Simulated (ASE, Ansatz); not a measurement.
# ZrC/ZrN superlattice along [111] (378 atoms): support functions against a reference

Wanted: errors and times of a linear-scaling basis for ZrC/ZrN superlattice along [111] (378 atoms). A setting counts as converged where the r.m.s. difference of forces stays under 1 % of the r.m.s. force.

Calculated with Ansatz 0.2.0; Kohn-Sham DFT, PBE, PAW (set soft_2), plane waves.

## 1. Starting point

The cell holds 378 atoms: 189 Zr, 108 C and 81 N. Cell: a = 9.966 Å, b = 9.966 Å, c = 55.903 Å, α = 90.0°, β = 90.0°, γ = 120.0°. It derives from ZrC and ZrN. Rock-salt lattice with in-plane constant 4.698 Å; 4 periods of ZrC and 3 of ZrN along [111], 3 x 3 in-plane cells; the two parts stretched along z by 1.0 and 0.9567; not relaxed, displaced by a Gaussian of 0.02 Å. Regions: ZrC, 216 atoms (108 Zr and 108 C); ZrN, 162 atoms (81 Zr and 81 N).

Limits known from the start: The host structure and its lattice constant were typed by rule, without a check against the phase diagram. The electron count is odd and the run has no spin polarisation.

## 2. Plane-wave single point

This run is the reference for what follows, at a cutoff of 420 eV.

input.yaml reads:

```yaml
crystal:
  lattice:
    - [9.96596, 0.0, 0.0]
    - [-4.98298, 8.63078, 0.0]
    - [0.0, 0.0, 55.90321]
  atoms:
    - { symbol: Zr, position: [0.66663, 0.66487, 0.99997] }
    - { symbol: C, position: [0.89059, 0.77653, 0.02416] }
    - { symbol: Zr, position: [0.778, 0.8905, 0.04878] }
    - { symbol: C, position: [0.99936, 0.99935, 0.07265] }
    - { symbol: Zr, position: [0.66402, 0.33169, 0.00013] }
    - { symbol: C, position: [0.89102, 0.44656, 0.02414] }
    - { symbol: Zr, position: [0.77645, 0.55319, 0.04896] }
    - { symbol: C, position: [0.00063, 0.66825, 0.07305] }
    - { symbol: Zr, position: [0.88684, 0.77561, 0.09693] }
    - { symbol: C, position: [0.11034, 0.88599, 0.12124] }
    - { symbol: Zr, position: [0.66671, 0.00185, 0.99972] }
    - { symbol: C, position: [0.88585, 0.10484, 0.02421] }
    - { symbol: Zr, position: [0.78194, 0.22212, 0.04826] }
    - { symbol: C, position: [1.0e-05, 0.33428, 0.07289] }
    - { symbol: Zr, position: [0.88894, 0.44308, 0.09738] }
    - { symbol: C, position: [0.10523, 0.55241, 0.1212] }
    - { symbol: Zr, position: [0.88652, 0.10726, 0.09741] }
    - { symbol: C, position: [0.10887, 0.21989, 0.12134] }
    - { symbol: Zr, position: [0.33245, 0.66577, 0.00017] }
    - { symbol: C, position: [0.55513, 0.77482, 0.02394] }
    - { symbol: Zr, position: [0.44533, 0.89209, 0.04851] }
    - { symbol: C, position: [0.67056, 0.00279, 0.07267] }
    - { symbol: Zr, position: [0.33301, 0.33417, 0.00029] }
    - { symbol: C, position: [0.5533, 0.44276, 0.02447] }
    - { symbol: Zr, position: [0.44495, 0.55407, 0.04819] }
    - { symbol: C, position: [0.66859, 0.66765, 0.0726] }
    - { symbol: Zr, position: [0.55408, 0.77325, 0.09693] }
    - { symbol: C, position: [0.77559, 0.89078, 0.12113] }
    - { symbol: Zr, position: [0.33067, 0.99752, 0.00057] }
    - { symbol: C, position: [0.55315, 0.11089, 0.02385] }
    - { symbol: Zr, position: [0.44553, 0.22467, 0.04842] }
    - { symbol: C, position: [0.67072, 0.33445, 0.07312] }
    [... 340 atom lines left out ...]
    - { symbol: Zr, position: [0.10964, 0.21962, 0.90674] }
    - { symbol: "N", position: [0.33194, 0.33028, 0.93013] }
    - { symbol: Zr, position: [0.2216, 0.44854, 0.95375] }
    - { symbol: "N", position: [0.44532, 0.55539, 0.97615] }
    - { symbol: Zr, position: [0.22172, 0.11178, 0.95401] }
    - { symbol: "N", position: [0.44198, 0.22553, 0.97679] }
kpoints:
  mp_grid: { grid: [2, 2, 1] }
hamiltonian:
  xc: pbe
scf:
  occupations: { method: gaussian, width: 0.025 }
output:
  forces: true
  stress: true
  populations: true
  dos:
    method: { smearing: { sigma: 0.15 } }
    de: 0.1
    projected: { site_lists: { C: [C], "N": ["N"], Zr: [Zr] } }
  eigenvalues: true
  write_density: true
  write_potential: true
  volumetric_format: npy
```

The run is started by

```sh
$ ansatz run input.yaml --threads 32 --pin off --max-ram 143360MiB --backend cuda --events-out ev --progress --plain --runs-dir out
```

Numbers of over 12 decimals in the logs are rounded to 6 here.

Output:

```text
Engine: ansatz 0.2.0, aarch64-unknown-linux-gnu
Pseudopotentials: kind: paw
Pseudopotential: Zr, paw, valence charge 12, recommended cutoff 420 eV (normal), Zr.paw.azcp
Pseudopotential: C, paw, valence charge 4, recommended cutoff 420 eV (normal), C.paw.azcp
Pseudopotential: N, paw, valence charge 5, recommended cutoff 420 eV (normal), N.paw.azcp
[... 5 lines on functional and potentials left out ...]
device memory: the entry about to start is reckoned to put 164.4 GiB on a device that reports 182.5 GiB free
GPU FFT provider: cuFFT
GPU libraries: cuBLAS 13.8.1, cuFFT 12.4.0, cuSOLVER 12.3.2
GPU matrix products: emulated (plane waves: as basis.precision tells), large ones in fixed point in workspaces of 1.00 GiB
Crystal: 378 atoms, lattice volume = 4808.459 Å³
Basis set: ecut = 420 eV, 93979 PW (Γ), exchange–correlation on 144×144×750 points (8 copies of the dense FFT grid, shifted against one another)
Bands: 1931, of which v1, the nominal top of the filled ones, is band 1553 counted from 1 (1552 counted from 0)
Symmetry: 1 space group operations
Space group: P1 (ITA 1), of the structure as read, at distance tolerance 1.7e-4 Å
k-points: 4
[... 7 lines on functional and potentials left out ...]
Initial density: superposition of atomic densities (neutral atoms: chi_scale 0, normalization atom), corrected by the library's trained network
Initial wavefunctions: pseudopotential atomic-orbital guess
GPU buffer pool allocated for 1944000 grid points (all kernels)
GPU transforms: local potential and band sums: pruned to the plane-wave sphere, on 72×72×375
Functional: x = pbe(κ = 0.804, μ = 0.219515), c = pbe(β = 0.066725)
SCF iter   1: F=—  HF=-849414.087883 eV  |F-HF|=—  |Δ(HF+E_count)|=         —  Δρ=3.96e-3  dr2=9.03e1  ethr=1.77e-3  ⟨swp⟩=4.5  Hψ=27624  notcnv=0  defer=793
preconditioner: auto → Kerker (q_TF=auto, 2.536 Å⁻¹)  [metal: Δε(μ)=0.003 eV  Ē_g=7.831 eV  σ=0.025 eV  W_gap=0.07  n_scr=1274 (ndim 8)  ℏωp=21.4 eV  f_vac=0.000  D(μ)=107.94/eV (n_scr^D=676)]
SCF iter   2: F=—  HF=-849413.665967 eV  |F-HF|=—  |Δ(HF+E_count)|=   4.22e-1  Δρ=1.83e-3  dr2=5.16e1  ethr=1.77e-3  ⟨swp⟩=1.0  Hψ=8884  notcnv=0  defer=851
SCF iter   3: F=—  HF=-849413.482766 eV  |F-HF|=—  |Δ(HF+E_count)|=   1.83e-1  Δρ=1.56e-3  dr2=5.43e-1  ethr=1.66e-3  ⟨swp⟩=1.0  Hψ=6301  notcnv=0  defer=914
SCF iter   4: F=—  HF=-849413.454174 eV  |F-HF|=—  |Δ(HF+E_count)|=   2.86e-2  Δρ=5.37e-4  dr2=1.14e-1  ethr=1.75e-5  ⟨swp⟩=2.2  Hψ=11369  notcnv=0  defer=1408
SCF iter   5: F=—  HF=-849413.447893 eV  |F-HF|=—  |Δ(HF+E_count)|=   6.28e-3  Δρ=2.28e-4  dr2=2.44e-1  ethr=3.67e-6  ⟨swp⟩=2.0  Hψ=6424  notcnv=0  defer=1408
SCF iter   6: F=—  HF=-849413.446555 eV  |F-HF|=—  |Δ(HF+E_count)|=   1.34e-3  Δρ=1.07e-4  dr2=7.33e-3  ethr=3.67e-6  ⟨swp⟩=2.0  Hψ=6377  notcnv=0  defer=1408
SCF iter   7: F=—  HF=-849413.445188 eV  |F-HF|=—  |Δ(HF+E_count)|=   1.37e-3  Δρ=4.43e-5  dr2=6.05e-3  ethr=2.36e-7  ⟨swp⟩=2.0  Hψ=8517  notcnv=0  defer=1408
SCF iter   8: F=—  HF=-849413.445990 eV  |F-HF|=—  |Δ(HF+E_count)|=   8.01e-4  Δρ=1.99e-5  dr2=1.53e-3  ethr=1.95e-7  ⟨swp⟩=1.0  Hψ=6306  notcnv=0  defer=1408
SCF iter   9: F=—  HF=-849413.445136 eV  |F-HF|=—  |Δ(HF+E_count)|=   8.53e-4  Δρ=1.11e-5  dr2=4.66e-4  ethr=4.93e-8  ⟨swp⟩=1.0  Hψ=6306  notcnv=0  defer=1408
SCF iter  10: F=—  HF=-849413.449514 eV  |F-HF|=—  |Δ(HF+E_count)|=   4.38e-3  Δρ=5.46e-6  dr2=4.85e-5  ethr=1.50e-8  ⟨swp⟩=1.2  Hψ=7376  notcnv=0  defer=1418
SCF iter  11: F=—  HF=-849413.449292 eV  |F-HF|=—  |Δ(HF+E_count)|=   2.22e-4  Δρ=3.33e-6  dr2=5.43e-6  ethr=1.56e-9  ⟨swp⟩=2.0  Hψ=7392  notcnv=0  defer=1418
SCF iter  12: F=—  HF=-849413.449292 eV  |F-HF|=—  |Δ(HF+E_count)|=   1.40e-7  Δρ=1.24e-6  dr2=2.80e-7  ethr=1.75e-10  ⟨swp⟩=2.0  Hψ=7821  notcnv=0  defer=1418
SCF iter  13: F=-849413.449292 eV  HF=-849413.449292 eV  |F-HF|=6.81e-8  |Δ(HF+E_count)|=   1.33e-8  Δρ=4.06e-7  dr2=7.22e-8  ethr=3.22e-12  ⟨swp⟩=20.5  Hψ=52556  notcnv=0
SCF 1 converged in 13 iterations: F = -849413.449292 eV  dr2 = 7.22e-8
  greatest PAW one-centre occupation: 0.996 electrons in one spin orbital (limit 2), on the Zr atom at site 190 (counted from 0), in its partial waves of l = 0
SCF converged after 13 iterations
Free energy (F): -849413.449292 eV
Harris-Foulkes:  -849413.449292 eV  (|F-HF|=6.81e-8)
Internal energy: -849413.414208 eV  (E = F + TS)
E sigma→0 (E₀):  -849413.431750 eV
Entropy (-TS):   -0.035084 eV (-0.093 meV/atom)
Fermi energy:    15.813596 eV
--- Per-component energies (eV) ---
  E_band       = -8229.261756
  E_kinetic    = 83378.519154
  E_local      = -178326.172533  (includes V_loc(G=0)·N_el)
  E_nonlocal   = 21242.142722
  E_hartree    = 65916.866302
  E_xc         = -40964.048394
  E_vxc        = -49180.741217  (∫ρ·V_xc dr)
  E_paw        = -579121.636421  (= ΣΔE_a)
  E_vpaw       = -17176.692684  (= ΣTr[D̂ρ^β])
  E_aug_tail   = 0.012691  (compensation charges beyond the density's cutoff)
  E_ewald      = -221539.097729
  E_smearing   = -0.035084  (= −TS)
  E_closure    = 0.000000  (closes the sum)
  Σ components = -849413.449292   (vs F -849413.449292, Δ=0.00e0)
--- Forces (eV/Å), atoms counted from 1 ---
[... 378 lines of forces left out ...]
  max |Σ_I F_I| component: 4.68e-4 eV/Å
--- Stress (GPa, compression-positive) ---
       -2.674716       0.018657       0.010625
        0.018657      -2.674721       0.011536
        0.010625       0.011536       2.435312
  P = ⅓ Tr σ = -0.9714 GPa (-9.714 kbar)
--- Band table (eV) ---
[... left out ...]
--- Löwdin populations: 378 sites ---
  site symbol       q [e]
[... 378 lines, one an atom, left out ...]
  spilling = 0.003177 (of n_electrons = 3105.000000)
```

It took 21 s on 1 × NVIDIA GB200 with 32 threads of Arm Neoverse V2, shared host; peak memory 15 GiB.

That memory is the host's; the program planned up to 164 GiB on the GPU. Forces of this run were stored rounded, and per-atom blocks of the log weren't kept.

Numbers from this run:

| Item | Value |
| --- | --- |
| free energy | -849413.4493 eV |
| free energy per atom | -2247.1255 eV/atom |
| SCF cycles | 13 |
| pressure | -0.9714 GPa |
| r.m.s. force component | 0.3368 eV/Å |
| longest force | 1.642 eV/Å |
| Fermi energy | 15.81 eV |
| levels partly filled by over 2 per cent | 20 |
| spilling of the projection | 0.003177 |

The r.m.s. force component of 0.34 eV/Å sets the scale for the differences below.

## 3. Support functions low

With localised support functions most steps grow linearly with size, though the diagonalisation grows faster unless the density matrix is cut; this run measures error and cost at this size. The level low gives here a grid of 48×48×270 points and a radius of 3.63 Å.

This step: Kohn-Sham DFT, PBE, PAW (set soft_2), localised support functions (low) (Ansatz 0.2.0).

input.yaml, the sections that differ from step 2:

```yaml
scf:
  occupations: { method: gaussian, width: 0.025 }
  eigensolver: { kind: { support_functions: { accuracy: low } } }
  mixing: { beta: 0.2 }
  max_iter: 150
output:
  forces: true
  eigenvalues: true
# crystal, kpoints, hamiltonian: as in step 2
```

Output:

```text
Warning: scf.eigensolver.kind.support_functions: disabling space-group detection — the functions' gradient is summed over unrotated k-points, so no spatial operation reduces the k-mesh or symmetrises the density; time reversal is kept, so that k and −k are solved as one point where they differ and the mesh holds both, and exact exchange and, on two spinor components, a DFT+U term hold to it where the run has them: [...]
settings of this run that can trade accuracy for cost: scf.eigensolver.kind.support_functions; scf.eigensolver.kind.support_functions.accuracy: low [...]
[...]
GPU FFT provider: cuFFT
GPU libraries: cuBLAS 13.8.1, cuFFT 12.4.0, cuSOLVER 12.3.2
[...]
Crystal: 378 atoms, lattice volume = 4808.459 Å³
Basis set: ecut = 420 eV, 93979 PW (Γ), exchange–correlation on 144×144×750 points (8 copies of the dense FFT grid, shifted against one another)
Bands: 1863, of which v1, the nominal top of the filled ones, is band 1553 counted from 1 (1552 counted from 0)
Symmetry: 1 space group operations
k-points: 4
[...]
GPU buffer pool allocated for 1944000 grid points (all kernels)
Eigensolver: Support functions (low, 48×48×270 points, laid for a spacing of at most 0.212739 Å, radius 3.633269 Å, 3 species' potentials softened for the grid, 3 wholly corrected for its errors in the mean over positions, 3 with the egg-box correction, energy correction by stochastic trace)
[...]
SCF iter   1: F=—  HF=-849392.721883 eV  |F-HF|=—  |Δ(HF+E_count)|=         —  Δρ=8.56e-2  dr2=8.47e3  ethr=1.00e-1
[...]
SCF iter  18: F=—  HF=-849414.104855 eV  |F-HF|=—  |Δ(HF+E_count)|=   5.64e-3  Δρ=3.44e-5  dr2=1.13e-4  ethr=3.53e-8
SCF iter  19: F=-849414.109927 eV  HF=-849414.109959 eV  |F-HF|=3.14e-5  |Δ(HF+E_count)|=   5.10e-3  Δρ=2.16e-5  dr2=4.10e-5  ethr=3.64e-9
SCF 1 converged in 19 iterations: F = -849414.250115 eV  dr2 = 4.10e-5
[...]
SCF converged after 19 iterations
Stability not checked: this state was not tested for a lower state beside it, because the mixer in use, unlike msr1, does not test its closes by its own steps (another_mixer; see scf.mixing.algorithm and scf.lower_state_search)
Free energy (F): -849414.250115 eV
[...]
Internal energy: -849414.215097 eV  (E = F + TS)
E sigma→0 (E₀):  -849414.232606 eV
Entropy (-TS):   -0.035018 eV (-0.093 meV/atom)
Fermi energy:    15.813614 eV
[...]
Σ components = -849414.250115   (vs F -849414.250115, Δ=0.00e0)
--- Forces (eV/Å), atoms counted from 1 ---
[... 378 lines of forces left out ...]
  max |Σ_I F_I| component: 8.52e-3 eV/Å
--- Band table (eV) ---
[... left out ...]
```

Wall time 29 s (1 × NVIDIA GB200 with 32 threads); peak memory 2.2 GiB; 49 s of CPU time.

That memory is the host's; the program planned up to 17.4 GiB on the GPU.

The program notes that the band table was not solved further than the SCF left it and it switched symmetry off.

Keys that differ from the reference: support_functions.accuracy = "low", scf.max_iter = 150 and scf.mixing.beta = 0.2.

Forces differ from the reference by 0.47 meV/Å r.m.s., 0.14 % of their size, well within a tolerance of 1 %; the energy by -2.1 meV/atom.

## 4. Support functions medium

The level medium is asked for. Here it resolves to the same grid and radius as in the run with support functions low, so the basis is not new.

This step: Kohn-Sham DFT, PBE, PAW (set soft_2), localised support functions (medium) (Ansatz 0.2.0).

input.yaml, the sections that differ from step 3:

```yaml
scf:
  occupations: { method: gaussian, width: 0.025 }
  eigensolver: { kind: { support_functions: { accuracy: medium } } }
  mixing: { beta: 0.2 }
  max_iter: 150
# crystal, kpoints, hamiltonian, output: as in step 3
```

Output:

```text
[...]
GPU FFT provider: cuFFT
GPU libraries: cuBLAS 13.8.1, cuFFT 12.4.0, cuSOLVER 12.3.2
[...]
Crystal: 378 atoms, lattice volume = 4808.459 Å³
Basis set: ecut = 420 eV, 93979 PW (Γ), exchange–correlation on 144×144×750 points (8 copies of the dense FFT grid, shifted against one another)
Bands: 1863, of which v1, the nominal top of the filled ones, is band 1553 counted from 1 (1552 counted from 0)
Symmetry: 1 space group operations
k-points: 4
[...]
GPU buffer pool allocated for 1944000 grid points (all kernels)
Eigensolver: Support functions (medium, 48×48×270 points, laid for a spacing of at most 0.212739 Å, radius 3.633269 Å, 3 species' potentials softened for the grid, 3 wholly corrected for its errors in the mean over positions, 3 with the egg-box correction, energy correction by stochastic trace)
[...]
SCF iter   1: F=—  HF=-849392.721883 eV  |F-HF|=—  |Δ(HF+E_count)|=         —  Δρ=8.56e-2  dr2=8.47e3  ethr=1.00e-1
[...]
SCF iter  20: F=—  HF=-849414.114601 eV  |F-HF|=—  |Δ(HF+E_count)|=   4.64e-3  Δρ=1.46e-5  dr2=1.58e-5  ethr=1.32e-9
SCF iter  21: F=-849414.114597 eV  HF=-849414.114601 eV  |F-HF|=4.56e-6  |Δ(HF+E_count)|=   5.73e-7  Δρ=9.32e-6  dr2=5.98e-6  ethr=5.10e-10
SCF 1 converged in 21 iterations: F = -849414.250201 eV  dr2 = 5.98e-6
[...]
SCF converged after 21 iterations
[...]
Free energy (F): -849414.250201 eV
[...]
Internal energy: -849414.215168 eV  (E = F + TS)
E sigma→0 (E₀):  -849414.232684 eV
Entropy (-TS):   -0.035032 eV (-0.093 meV/atom)
Fermi energy:    15.813613 eV
[...]
Σ components = -849414.250201   (vs F -849414.250201, Δ=0.00e0)
--- Forces (eV/Å), atoms counted from 1 ---
[... 378 lines of forces left out ...]
  max |Σ_I F_I| component: 6.12e-3 eV/Å
--- Band table (eV) ---
[... left out ...]
```

It took 32 s on 1 × NVIDIA GB200 with 32 threads; peak memory 2.1 GiB; 52 s of CPU time.

That memory is the host's; the program planned up to 17.4 GiB on the GPU.

Keys that differ from the reference: support_functions.accuracy = "medium", scf.max_iter = 150 and scf.mixing.beta = 0.2.

Forces differ from the reference by 0.43 meV/Å r.m.s., 0.13 % of their size, well within a tolerance of 1 %; the energy by -2.1 meV/atom. It took 32 s and 21 cycles; the reference's time can't be set against it, since the two runs asked for unlike analyses.

## 5. Support functions medium, spacing 0.383 Å (grid laid 0.373 Å)

The grid spacing sets how fine a wave the support functions can hold. The typed value is an upper bound: the grid laid has 30×30×150 points, 0.373 Å apart at most.

input.yaml, the sections that differ from step 4:

```yaml
scf:
  occupations: { method: gaussian, width: 0.025 }
  eigensolver: { kind: { support_functions: { accuracy: medium, spacing: 0.383 } } }
  mixing: { beta: 0.2 }
  max_iter: 150
# crystal, kpoints, hamiltonian, output: as in step 4
```

Output:

```text
[...]
GPU FFT provider: cuFFT
GPU libraries: cuBLAS 13.8.1, cuFFT 12.4.0, cuSOLVER 12.3.2
[...]
Crystal: 378 atoms, lattice volume = 4808.459 Å³
Basis set: ecut = 420 eV, 93979 PW (Γ), exchange–correlation on 144×144×750 points (8 copies of the dense FFT grid, shifted against one another)
Bands: 1863, of which v1, the nominal top of the filled ones, is band 1553 counted from 1 (1552 counted from 0)
Symmetry: 1 space group operations
k-points: 4
[...]
GPU buffer pool allocated for 1944000 grid points (all kernels)
[...]
SCF iter   1: F=—  HF=-849317.068195 eV  |F-HF|=—  |Δ(HF+E_count)|=         —  Δρ=8.99e-2  dr2=8.52e3  ethr=1.00e-1
[...]
SCF iter  23: F=-849396.328429 eV  HF=-849396.328429 eV  |F-HF|=2.03e-7  |Δ(HF+E_count)|=   9.71e-8  Δρ=3.35e-6  dr2=5.35e-7  ethr=2.44e-10
SCF 1 converged in 23 iterations: F = -849396.493374 eV  dr2 = 5.35e-7
[...]
SCF converged after 23 iterations
[...]
Free energy (F): -849396.493374 eV
[...]
Internal energy: -849396.459722 eV  (E = F + TS)
E sigma→0 (E₀):  -849396.476548 eV
Entropy (-TS):   -0.033652 eV (-0.089 meV/atom)
Fermi energy:    15.827126 eV
[...]
--- Forces (eV/Å), atoms counted from 1 ---
[... 378 lines of forces left out ...]
  max |Σ_I F_I| component: 3.70e1 eV/Å
--- Band table (eV) ---
[... left out ...]
```

Elapsed: 31 s, on 1 × NVIDIA GB200 with 32 threads; peak memory 2.2 GiB; 47 s of CPU time.

That memory is the host's; the program planned up to 16.8 GiB on the GPU.

The program notes that the forces don't sum to zero within tolerance and the grid leaves an egg-box force.

Forces differ from the reference by 257 meV/Å r.m.s., 76 % of their size, far over a tolerance of 1 %; the energy by +45 meV/atom. It took 31 s and 23 cycles; the reference's time can't be set against it, since the two runs asked for unlike analyses. The setting is coarser than the default on purpose.

(Part 1 of 2 ends here.)

[Logs are printed without paths, hosts, clocks, repeated set-up lines and the standing remarks that a program may print on its own settings, such as how far it seeks lower states.]

[Hosts, paths, dates, database ids (printed as entryN), source tags and the programs' standing remarks are cut or masked in the printed files.]
